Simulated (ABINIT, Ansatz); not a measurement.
Computed results, one entry a study.

## How the form of the self-energy moves the gap of CO2 (Cmce)

Symmetry: Cmce, No. 64, orthorhombic system. Conventional cell: a = 5.272 Å, b = 4.775 Å, c = 6.587 Å, α = 90.00°, β = 90.00°, γ = 90.00°. Nearest to C lie 2 O at 1.17 Å. O has 1 C at 1.17 Å nearest. Farther neighbours, and contacts between anions beyond the nearest, are not listed.

* method: RPA screening on PBEsol, plane waves, norm-conserving pseudopotentials (and 3 further levels or steps)
* program: ABINIT 10.8.3
* settings: cutoff 37 Ha, PseudoDojo scalar-relativistic 0.4.1 standard, norm-conserving, ngkpt (4, 4, 2), nband 171, ecuteps 5.2 Ha, gwcalctyp 2, nfreqre 16, nfreqim 8, inclvkb 2, freqremax 40 eV, spmeth 1, nomegasf 120, shiftk (0, 0, 0), symchi 1, awtr 1, frequency cd, 4×4×2 k-mesh
* cost: 8 runs, 30 min in all on 8 MPI ranks of Arm Neoverse N1, shared host
* notes: The program’s warnings: Min real frequency set to default [Ha] = and nkpt*nsppol () is not a multiple of nproc spkpt (). The cell and positions are those that the Materials Project relaxed with its own functionals (PBE, PBE+U or r2SCAN), kept fixed. The 4×4×2 mesh is coarse for this cell, which bears on the long-range parts of exchange and screening.
* G0W0, Godby-Needs plasmon pole: 10.195 eV
* G0W0, von der Linden-Horsch plasmon pole: 10.432 eV
* G0W0, Hybertsen-Louie plasmon pole: 10.434 eV
* one-shot Hartree-Fock: 16.588 eV
* G0W0, contour deformation: 10.216 eV
* known limits: short of the basis limit; coarse k mesh

G0W0, von der Linden-Horsch plasmon pole: +0.237 eV against G0W0, Godby-Needs plasmon pole. G0W0, Hybertsen-Louie plasmon pole: +0.239 eV against G0W0, Godby-Needs plasmon pole.

[Paths, hosts, dates, memory and timing lines, banners, echoed tables and standing remarks are left out of the program output; an Ansatz launch command may be rebuilt from the run's recorded settings. Measured values are a selection of at most five: reports struck by readers or far from the other reports are left out. None is set beside runs whose start may be inverted or whose files or cutoffs have a known fault.]

[Runs of the session that timed out or met a known fault of the program may be left out.]

[Hosts, paths, dates, database ids (printed as entryN), source tags and the programs' standing remarks are cut or masked in the printed files.]

[G0W0 gaps are taken among the corrected bands and points alone; a level outside them can change the order at an edge.]

[Where Ansatz stands beside ABINIT at settings called matched, ABINIT's density can come from a denser mesh and the files from another edition; pairs whose starting gaps differed by over 0.03 eV were left out, so agreement reads better than it is.]
